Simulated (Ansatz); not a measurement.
## Ce (Fm-3m): phonons against volume

Wanted: mode Grüneisen parameters of Ce and a free-energy fit over volumes.

Method: DFT PBE, scalar-relativistic, plane waves, PAW, in Ansatz 0.2.0.

Most raw output is cut from this account.

## (1) Set-up

The structure is cubic, space group Fm-3m (No. 225). Conventional cell: a = 5.161 Å, b = 5.161 Å, c = 5.161 Å, α = 90.00°, β = 90.00°, γ = 90.00°. Ce has 12 Ce at 3.65 Å nearest.

Structure file:

```cif
data_structure
_symmetry_space_group_name_H-M 'P 1'
_symmetry_Int_Tables_number 1
_cell_length_a 3.6495
_cell_length_b 3.6495
_cell_length_c 3.6495
_cell_angle_alpha 60.000
_cell_angle_beta 60.000
_cell_angle_gamma 60.000
_cell_volume 34.37
loop_
_atom_site_label
_atom_site_type_symbol
_atom_site_fract_x
_atom_site_fract_y
_atom_site_fract_z
_atom_site_occupancy
Ce1 Ce 0.00000 0.00000 0.00000 1
```

## (2) Probe on a coarse mesh

A cheap single point shows whether the cell is a metal or an insulator and how far it is from rest; that sets the k-mesh and the occupations of what follows.

The input, input.yaml:

```yaml
crystal:
  lattice:
    - [0.0, 2.5806, 2.5806]
    - [2.5806, 0.0, 2.5806]
    - [2.5806, 2.5806, 0.0]
  atoms:
    - { symbol: Ce, position: [0.0, 0.0, 0.0] }
kpoints:
  mp_grid: { grid: [6, 6, 6] }
hamiltonian:
  xc: pbe
scf:
  occupations: { method: gaussian, width: 0.1 }
output:
  forces: true
  stress: true
  eigenvalues: true
```

On the command line:

```sh
> ansatz run input.yaml --threads 4 --pin off --max-ram 8192MiB --backend cpu --events-out ev --progress --plain --runs-dir out
```

Wall time 0.26 s (4 threads of Arm Neoverse V2, shared host); peak memory 0.28 GiB.

This run has no spin polarisation, although Ce can carry a moment.

Numbers from this step:

| Quantity | Value |
| --- | --- |
| pressure | -6.418 GPa |
| volume per atom | 34.37 Å³ |
| gap on the k-mesh | 0 eV |

The start is under -6.4 GPa at this level and looks like a metal on this mesh.

## (3) Finding the static equilibrium

Phonons are second derivatives about a minimum, so cell and atoms are relaxed first, inside the symmetry of the start.

input.yaml, the sections that differ from step 2:

```yaml
kpoints:
  mp_grid: { grid: [14, 14, 14] }
output:
  forces: true
  stress: true
  eigenvalues: true
  write_density: true
  write_potential: true
  elf: true
  volumetric_format: npy
relax:
  adjacent_minimum: "off"
  f_tol: 0.005
  max_steps: 80
  cell: { stress_tol: 0.05 }
# crystal, hamiltonian, scf: as in step 2
```

Elapsed: 4.1 s, on 4 threads; peak memory 0.38 GiB; 14 s of CPU time.

The steps of the relaxation:

| step | energy less that of the first step (eV) | largest force component (eV/Å) | pressure (GPa) | volume (Å³) |
| --- | --- | --- | --- | --- |
| 1 | 0.0000 | 0.0000 | -6.07 | 34.37 |
| 2 | -0.1444 | 0.0000 | -3.37 | 29.65 |
| 3 | -0.1748 | 0.0000 | 1.81 | 25.32 |
| 4 | -0.1807 | 0.0000 | -0.29 | 26.68 |
| 5 | -0.1809 | 0.0000 | -0.02 | 26.49 |
| 6* | -0.1807 | 0.0000 | -0.03 | 26.49 |

Relaxation steps marked * repeat the geometry before them on a plane-wave basis chosen anew for their cell, so energy and pressure can jump there.

| conventional cell, symmetrised | before | after | change |
| --- | --- | --- | --- |
| a (Å) | 5.161 | 4.732 | -8.3 % |
| b (Å) | 5.161 | 4.732 | -8.3 % |
| c (Å) | 5.161 | 4.732 | -8.3 % |
| volume (Å³/atom) | 34.37 | 26.49 | -22.9 % |

Final coordinates:

```cif
data_structure
_symmetry_space_group_name_H-M 'P 1'
_symmetry_Int_Tables_number 1
_cell_length_a 3.3459
_cell_length_b 3.3459
_cell_length_c 3.3459
_cell_angle_alpha 60.000
_cell_angle_beta 60.000
_cell_angle_gamma 60.000
_cell_volume 26.49
loop_
_atom_site_label
_atom_site_type_symbol
_atom_site_fract_x
_atom_site_fract_y
_atom_site_fract_z
_atom_site_occupancy
Ce1 Ce 0.00000 0.00000 0.00000 1
```

Numbers from this step:

| Property | Result |
| --- | --- |
| pressure | -0.02521 GPa |
| volume per atom | 26.49 Å³ |

Valence density in the ac plane of the conventional cell at fractional y = 0.000, with atoms of Ce within 0.2 Å of it. It is the smooth field of the valence electrons, not physical close to the nuclei.

Ten even steps from '_' (-2.9 e/Å³) to '@' (2.3 e/Å³), each cell a mean:
```
==@@%%**++++++++++++**##@@**
@@@@##**++++++++++++++**%%@@
####**++++++++++++++++****##
****++++++**********++++++**
++++++++**##%%@@%%****++++++
++++++**##@@@@%%@@%%**++++++
++++++**##@@==__%%@@**++++++
++++++**##@@**==@@%%**++++++
++++++++**%%@@@@@@##**++++++
++++++++****######**++++++++
******++++++******++++++****
@@%%****++++++++++++++**##%%
%%@@%%**++++++++++++**##@@@@
__%%@@**++++++++++++**##@@==
```
Columns run along a (4.7 Å), rows up along c (4.7 Å), edges of the conventional cell, whose origin can differ from the input's. Atoms in or near the plane, at fractional coordinates: Ce at (0.00, 0.00), Ce at (0.50, 0.50).

ELF in the ac plane of the conventional cell at fractional y = 0.000, with atoms of Ce within 0.2 Å of it. It is the smooth field of the valence electrons, not physical close to the nuclei.

Values, 14 rows by 14 columns, each cell a mean:
```
0.32 0.74 0.83 0.50 0.23 0.34 0.52 0.56 0.44 0.25 0.32 0.70 0.83 0.48
0.82 0.85 0.69 0.32 0.18 0.26 0.34 0.35 0.30 0.20 0.22 0.51 0.79 0.83
0.75 0.63 0.36 0.16 0.13 0.18 0.23 0.24 0.21 0.15 0.13 0.25 0.51 0.70
0.34 0.26 0.16 0.12 0.16 0.32 0.50 0.55 0.43 0.24 0.13 0.13 0.22 0.32
0.25 0.23 0.17 0.16 0.36 0.69 0.83 0.84 0.77 0.54 0.24 0.15 0.20 0.25
0.47 0.38 0.23 0.26 0.63 0.85 0.74 0.62 0.81 0.77 0.43 0.21 0.30 0.44
0.61 0.47 0.25 0.34 0.75 0.82 0.32 0.10 0.62 0.84 0.55 0.24 0.35 0.56
0.56 0.44 0.25 0.32 0.70 0.83 0.48 0.32 0.74 0.83 0.50 0.23 0.34 0.52
0.35 0.30 0.20 0.22 0.51 0.79 0.83 0.82 0.85 0.69 0.32 0.18 0.26 0.34
0.24 0.21 0.15 0.13 0.25 0.51 0.70 0.75 0.63 0.36 0.16 0.13 0.18 0.23
0.55 0.43 0.24 0.13 0.13 0.22 0.32 0.34 0.26 0.16 0.12 0.16 0.32 0.50
0.84 0.77 0.54 0.24 0.15 0.20 0.25 0.25 0.23 0.17 0.16 0.36 0.69 0.83
0.62 0.81 0.77 0.43 0.21 0.30 0.44 0.47 0.38 0.23 0.26 0.63 0.85 0.74
0.10 0.62 0.84 0.55 0.24 0.35 0.56 0.61 0.47 0.25 0.34 0.75 0.82 0.32
```
Columns run along a (4.7 Å), rows up along c (4.7 Å), edges of the conventional cell, whose origin can differ from the input's. Atoms in or near the plane, at fractional coordinates: Ce at (0.00, 0.00), Ce at (0.50, 0.50).

Electrostatic potential energy in the ac plane of the conventional cell at fractional y = 0.000, with atoms of Ce within 0.2 Å of it. With pseudopotentials it is smooth inside the atoms' cores, unlike the true potential.

Values in eV, 14 rows by 14 columns, each cell a mean:
```
-50 -40 -19   3  14  18  19  19  18  16  10  -7 -30 -47
-33 -24  -8   9  15  17  18  18  17  16  13   1 -17 -30
-10  -4   7  13  15  15  14  14  15  15  14  10   1  -7
 10  11  14  14  13   9   3   2   6  11  14  14  13  10
 16  16  16  14   7  -8 -19 -21 -14   0  11  15  16  16
 19  18  16  11  -4 -24 -40 -44 -33 -14   6  15  17  18
 19  19  16  10 -10 -33 -50 -50 -44 -21   2  14  18  19
 19  18  16  10  -7 -30 -47 -50 -40 -19   3  14  18  19
 18  17  16  13   1 -17 -30 -33 -24  -8   9  15  17  18
 14  15  15  14  10   1  -7 -10  -4   7  13  15  15  14
  2   6  11  14  14  13  10  10  11  14  14  13   9   3
-21 -14   0  11  15  16  16  16  16  16  14   7  -8 -19
-44 -33 -14   6  15  17  18  19  18  16  11  -4 -24 -40
-50 -44 -21   2  14  18  19  19  19  16  10 -10 -33 -50
```
Columns run along a (4.7 Å; values clipped at the 3rd and 97th percentile), rows up along c (4.7 Å), edges of the conventional cell, whose origin can differ from the input's. Atoms in or near the plane, at fractional coordinates: Ce at (0.00, 0.00), Ce at (0.50, 0.50).

The relaxation ends with a pressure of -0.03 GPa.

## (4) A second relaxation

The relaxation is run once more from where the first one ended, as the script does after a large change of volume or of the gap, with mesh and occupations reviewed.

input.yaml, the sections that differ from step 3:

```yaml
crystal:
  lattice:
    - [0.0, 2.3659351618, 2.3659351618]
    - [2.3659351618, 0.0, 2.3659351618]
    - [2.3659351618, 2.3659351618, 0.0]
  atoms:
    - { symbol: Ce, position: [0.0, 0.0, 0.0] }
kpoints:
  mp_grid: { grid: [16, 16, 16] }
# hamiltonian, scf, output, relax: as in step 3
```

It took 1.8 s on 4 threads; peak memory 0.37 GiB.

Little changed from the start: no atom moved by 0.005 Å and no cell edge by 0.1 %.

This step gave:

- pressure: -0.02058 GPa

Valence density in the ac plane of the conventional cell at fractional y = 0.000, with atoms of Ce within 0.2 Å of it. It is the smooth field of the valence electrons, not physical close to the nuclei.

Ten even steps from '0' (-2.9 e/Å³) to '9' (2.3 e/Å³), each cell a mean:
```
49865555556796
99765555555689
77655555555667
66555666665556
55556789866555
55567998986555
55567940896555
55567964986555
55556899976555
55556677765555
66655566655566
98665555555678
89865555556799
08965555556794
```
Columns run along a (4.7 Å), rows up along c (4.7 Å), edges of the conventional cell, whose origin can differ from the input's. Atoms in or near the plane, at fractional coordinates: Ce at (0.00, 0.00), Ce at (0.50, 0.50).

ELF in the ac plane of the conventional cell at fractional y = 0.000, with atoms of Ce within 0.2 Å of it. It is the smooth field of the valence electrons, not physical close to the nuclei.

Ten even steps from '0' (0.10) to '9' (0.85), each cell a mean:
```
28951356412895
99721233211599
87300111100158
32000255410012
21003799951011
43127987994124
64238920795136
64128952895135
32115999972123
11001588730011
54100123200025
99510112100379
79941244312798
07951366423892
```
Columns run along a (4.7 Å), rows up along c (4.7 Å), edges of the conventional cell, whose origin can differ from the input's. Atoms in or near the plane, at fractional coordinates: Ce at (0.00, 0.00), Ce at (0.50, 0.50).

Electrostatic potential energy in the ac plane of the conventional cell at fractional y = 0.000, with atoms of Ce within 0.2 Å of it. With pseudopotentials it is smooth inside the atoms' cores, unlike the true potential.

Ten even steps from '0' (-50 eV) to '9' (19 eV), each cell a mean:
```
01479999998620
23689999999742
56899999999876
88999877889998
99998644578999
99986310258999
99985200047999
99986200147999
99997422368999
99998765689999
78899988899987
45789999999864
02589999998631
00479999998520
```
Columns run along a (4.7 Å; values clipped at the 3rd and 97th percentile), rows up along c (4.7 Å), edges of the conventional cell, whose origin can differ from the input's. Atoms in or near the plane, at fractional coordinates: Ce at (0.00, 0.00), Ce at (0.50, 0.50).

## (5) Tight relaxation

The thresholds are tightened for a last relaxation ahead of the phonons, and where mesh or smearing change with them the cell follows.

input.yaml, the sections that differ from step 4:

```yaml
scf:
  occupations: { method: methfessel_paxton, width: 0.15 }
output:
  forces: true
  stress: true
  eigenvalues: true
relax:
  adjacent_minimum: "off"
  f_tol: 0.001
  max_steps: 60
  cell: { stress_tol: 0.01 }
# crystal, kpoints, hamiltonian: as in step 4
```

Wall time 3.2 s (4 threads); peak memory 0.35 GiB.

Little changed from the start: no atom moved by 0.005 Å and no cell edge by 0.1 %.

Numbers from this step:

```
pressure        : 3.32e-5 GPa
volume per atom : 26.42 Å³
```

The residual pressure is 3.3e-5 GPa, small enough for phonons.

## (6) Lattice dynamics at this volume, V/V0 1

Phonons at this volume give one point of F(V, T); meshes stay fixed along the series.

The input, input.yaml:

```yaml
crystal:
  lattice:
    - [0.0, 2.3640500909, 2.3640500909]
    - [2.3640500909, 0.0, 2.3640500909]
    - [2.3640500909, 2.3640500909, 0.0]
  atoms:
    - { symbol: Ce, position: [0.0, 0.0, 0.0] }
kpoints:
  mp_grid: { grid: [16, 16, 16] }
hamiltonian:
  xc: pbe
scf:
  occupations: { method: methfessel_paxton, width: 0.15 }
output:
  eigenvalues: true
phonons:
  method: dfpt
  qmesh: [4, 4, 4]
  temperatures: { t_max: 1000, t_step: 50 }
  qpath:
    path:
      - [[0.0, 0.0, 0.0], [0.5, 0.0, 0.5], [0.625, 0.25, 0.625]]
      - [[0.375, 0.375, 0.75], [0.0, 0.0, 0.0], [0.5, 0.5, 0.5], [0.5, 0.25, 0.75], [0.5, 0.0, 0.5]]
    npoints: 10
```

It took 3.3 min on 4 threads; peak memory 4 GiB; 13 min of CPU time.

This step gave:

* Γ frequencies: 0, 0, 0 cm⁻¹ (negative: imaginary)
* lowest frequency on the path: 0 cm⁻¹
* zero-point energy: 0.01589 eV/cell
* highest frequency: 127.1 cm⁻¹
* Debye temperature from the second moment: 166 K

No LO-TO term. Phonon branches along the path, in cm⁻¹:

| point | branch 1 | branch 2 | branch 3 |
| --- | --- | --- | --- |
| Γ | 0 | 0 | 0 |
| halfway | 64 | 64 | 89 |
| X | 66 | 66 | 126 |
| halfway | 66 | 84 | 125 |
| U | 67 | 110 | 120 |
| jump to K | 67 | 110 | 120 |
| halfway | 55 | 78 | 94 |
| Γ | 0 | 0 | 0 |
| halfway | 45 | 45 | 93 |
| L | 43 | 43 | 124 |
| halfway | 69 | 88 | 127 |
| W | 100 | 106 | 106 |
| halfway | 81 | 85 | 123 |
| X | 66 | 66 | 126 |

Tetrahedra on 24 24 24, mean over bins of 1 cm⁻¹. Phonon density of states against wavenumber; read off at these points:

| wavenumber (cm⁻¹) | phonon density of states (1/cm⁻¹/cell) |
| --- | --- |
| 5.0 | 3.5e-5 |
| 10.0 | 1.8e-4 |
| 15.0 | 5.5e-4 |
| 20.0 | 0.00107 |
| 25.0 | 0.00169 |
| 30.0 | 0.00266 |
| 35.0 | 0.00389 |
| 40.0 | 0.00563 |
| 45.0 | 0.0118 |
| 50.0 | 0.0251 |
| 55.0 | 0.0290 |
| 60.0 | 0.0341 |
| 65.0 | 0.0450 |
| 67.5 | 0.0785 |
| 70.0 | 0.0600 |
| 75.0 | 0.0411 |
| 80.0 | 0.0338 |
| 85.0 | 0.0304 |
| 90.0 | 0.0291 |
| 95.0 | 0.0275 |
| 100.0 | 0.0267 |
| 105.0 | 0.0256 |
| 110.0 | 0.0205 |
| 115.0 | 0.0276 |
| 120.0 | 0.0647 |
| 121.5 | 0.0689 |
| 125.0 | 0.0488 |

Harmonic. Thermo, by row:

| T (K) | F_vib (meV/atom) | S (J/mol-atom/K) | C_V (J/mol-atom/K) |
| --- | --- | --- | --- |
| 0 | 15.89 | 0 | 0 |
| 50 | 14.31 | 9.421 | 15.46 |
| 100 | 5.79 | 22.66 | 21.86 |
| 150 | -8.48 | 31.89 | 23.49 |
| 200 | -26.86 | 38.75 | 24.11 |
| 250 | -48.39 | 44.16 | 24.4 |
| 300 | -72.47 | 48.63 | 24.57 |
| 350 | -98.68 | 52.42 | 24.66 |
| 400 | -126.7 | 55.72 | 24.73 |
| 450 | -156.4 | 58.64 | 24.77 |
| 500 | -187.4 | 61.25 | 24.8 |
| 550 | -219.8 | 63.61 | 24.83 |
| 600 | -253.3 | 65.77 | 24.85 |
| 650 | -287.9 | 67.76 | 24.86 |
| 700 | -323.5 | 69.61 | 24.87 |
| 750 | -360.1 | 71.32 | 24.88 |
| 800 | -397.4 | 72.93 | 24.89 |
| 850 | -435.6 | 74.44 | 24.89 |
| 900 | -474.6 | 75.86 | 24.9 |
| 950 | -514.2 | 77.21 | 24.9 |
| 1000 | -554.6 | 78.48 | 24.91 |

Phonopy on the run's constants, 21x21x21 mesh, Gaussian sigma 2.0 cm⁻¹. Table of modes, Ce by wavenumber; read off at these points:

| wavenumber (cm⁻¹) | modes, Ce (1/cm⁻¹/cell) |
| --- | --- |
| -5.0 | 3.0e-6 |
| 0.0 | 6.0e-5 |
| 5.0 | 1.0e-5 |
| 10.0 | 3.3e-4 |
| 15.0 | 5.4e-4 |
| 20.0 | 0.00124 |
| 25.0 | 0.00170 |
| 30.0 | 0.00245 |
| 35.0 | 0.00425 |
| 40.0 | 0.00581 |
| 45.0 | 0.0140 |
| 50.0 | 0.0250 |
| 55.0 | 0.0290 |
| 60.0 | 0.0355 |
| 65.0 | 0.0498 |
| 67.8 | 0.0674 |
| 70.0 | 0.0586 |
| 75.0 | 0.0412 |
| 80.0 | 0.0324 |
| 85.0 | 0.0337 |
| 85.8 | 0.0349 |
| 90.0 | 0.0266 |
| 95.0 | 0.0286 |
| 100.0 | 0.0257 |
| 105.0 | 0.0256 |
| 110.0 | 0.0218 |
| 115.0 | 0.0321 |
| 120.0 | 0.0588 |
| 120.9 | 0.0599 |
| 125.0 | 0.0425 |
| 130.0 | 0.00320 |
| 135.0 | 2.0e-6 |

No mode is imaginary beyond numerical noise at the solved wavevectors.

## (7) Single point at a scaled cell, V/V0 1.015

Symmetry fixes every atom, so a single point at the scaled cell gives the energy and pressure of this member.

input.yaml, the sections that differ from step 6:

```yaml
crystal:
  lattice:
    - [0.0, 2.3758117277, 2.3758117277]
    - [2.3758117277, 0.0, 2.3758117277]
    - [2.3758117277, 2.3758117277, 0.0]
  atoms:
    - { symbol: Ce, position: [0.0, 0.0, 0.0] }
output:
  forces: true
  stress: true
  eigenvalues: true
# kpoints, hamiltonian, scf: as in step 6
# phonons: removed
```

Wall time 1.2 s (4 threads); peak memory 0.34 GiB; 4.3 s of CPU time.

Numbers from this step:

| Property | Result |
| --- | --- |
| pressure | -0.5848 GPa |
| volume per atom | 26.82 Å³ |

The run ends at a pressure of -0.58 GPa.

## (8) Lattice dynamics at this volume, V/V0 1.015

The same q-mesh and k-mesh are kept at every volume, so that much of their error can cancel in the differences.

input.yaml, the sections that differ from step 7:

```yaml
output:
  eigenvalues: true
phonons:
  method: dfpt
  qmesh: [4, 4, 4]
  temperatures: { t_max: 1000, t_step: 50 }
  qpath:
    path:
      - [[0.0, 0.0, 0.0], [0.5, 0.0, 0.5], [0.625, 0.25, 0.625]]
      - [[0.375, 0.375, 0.75], [0.0, 0.0, 0.0], [0.5, 0.5, 0.5], [0.5, 0.25, 0.75], [0.5, 0.0, 0.5]]
    npoints: 10
# crystal, kpoints, hamiltonian, scf: as in step 7
```

Elapsed: 3.4 min, on 4 threads; peak memory 4.1 GiB; 13 min of CPU time.

No mode is imaginary beyond numerical noise at the solved wavevectors.

## (9) A cell at another volume, V/V0 0.985

The cell differs from the one that the last finished run ended in (a 3.360 → 3.326 Å, b 3.360 → 3.326 Å, c 3.360 → 3.326 Å).

input.yaml, the sections that differ from step 8:

```yaml
crystal:
  lattice:
    - [0.0, 2.3521702417, 2.3521702417]
    - [2.3521702417, 0.0, 2.3521702417]
    - [2.3521702417, 2.3521702417, 0.0]
  atoms:
    - { symbol: Ce, position: [0.0, 0.0, 0.0] }
output:
  forces: true
  stress: true
  eigenvalues: true
# kpoints, hamiltonian, scf: as in step 8
# phonons: removed
```

Wall time 1.2 s (4 threads); peak memory 0.33 GiB; 4.1 s of CPU time.

The run ends at a pressure of 0.63 GPa.

## (10) Lattice dynamics at this volume, V/V0 0.985

input.yaml, the sections that differ from step 9:

```yaml
output:
  eigenvalues: true
phonons:
  method: dfpt
  qmesh: [4, 4, 4]
  temperatures: { t_max: 1000, t_step: 50 }
  qpath:
    path:
      - [[0.0, 0.0, 0.0], [0.5, 0.0, 0.5], [0.625, 0.25, 0.625]]
      - [[0.375, 0.375, 0.75], [0.0, 0.0, 0.0], [0.5, 0.5, 0.5], [0.5, 0.25, 0.75], [0.5, 0.0, 0.5]]
    npoints: 10
# crystal, kpoints, hamiltonian, scf: as in step 9
```

It took 3.3 min on 4 threads; peak memory 4 GiB; 13 min of CPU time.

No mode is imaginary beyond numerical noise at the solved wavevectors.

## (11) Single point at a scaled cell, V/V0 1.03

The cell differs from the one that the last finished run ended in (a 3.326 → 3.376 Å, b 3.326 → 3.376 Å, c 3.326 → 3.376 Å).

input.yaml, the sections that differ from step 10:

```yaml
crystal:
  lattice:
    - [0.0, 2.3874580498, 2.3874580498]
    - [2.3874580498, 0.0, 2.3874580498]
    - [2.3874580498, 2.3874580498, 0.0]
  atoms:
    - { symbol: Ce, position: [0.0, 0.0, 0.0] }
output:
  forces: true
  stress: true
  eigenvalues: true
# kpoints, hamiltonian, scf: as in step 10
# phonons: removed
```

It took 1.1 s on 4 threads; peak memory 0.33 GiB.

The run ends at a pressure of -1.12 GPa.

## (12) Lattice dynamics at this volume, V/V0 1.03

input.yaml, the sections that differ from step 11:

```yaml
output:
  eigenvalues: true
phonons:
  method: dfpt
  qmesh: [4, 4, 4]
  temperatures: { t_max: 1000, t_step: 50 }
  qpath:
    path:
      - [[0.0, 0.0, 0.0], [0.5, 0.0, 0.5], [0.625, 0.25, 0.625]]
      - [[0.375, 0.375, 0.75], [0.0, 0.0, 0.0], [0.5, 0.5, 0.5], [0.5, 0.25, 0.75], [0.5, 0.0, 0.5]]
    npoints: 10
# crystal, kpoints, hamiltonian, scf: as in step 11
```

Elapsed: 3.6 min, on 4 threads; peak memory 4.1 GiB; 14 min of CPU time.

No mode is imaginary beyond numerical noise at the solved wavevectors.

## (13) Single point at a scaled cell, V/V0 0.97

The cell differs from the one that the last finished run ended in (a 3.376 → 3.309 Å, b 3.376 → 3.309 Å, c 3.376 → 3.309 Å).

input.yaml, the sections that differ from step 12:

```yaml
crystal:
  lattice:
    - [0.0, 2.3401691643, 2.3401691643]
    - [2.3401691643, 0.0, 2.3401691643]
    - [2.3401691643, 2.3401691643, 0.0]
  atoms:
    - { symbol: Ce, position: [0.0, 0.0, 0.0] }
output:
  forces: true
  stress: true
  eigenvalues: true
# kpoints, hamiltonian, scf: as in step 12
# phonons: removed
```

Elapsed: 1.1 s, on 4 threads; peak memory 0.33 GiB; 3.7 s of CPU time.

The run ends at a pressure of 1.32 GPa.

[end of part 1 of 2]

[Logs are printed without paths, hosts, clocks, repeated set-up lines and the standing remarks that a program may print on its own settings, such as how far it seeks lower states.]

[Hosts, paths, dates, database ids (printed as entryN), source tags and the programs' standing remarks are cut or masked in the printed files.]

[A step with changed settings may run another functional than the one named; its input shows which.]


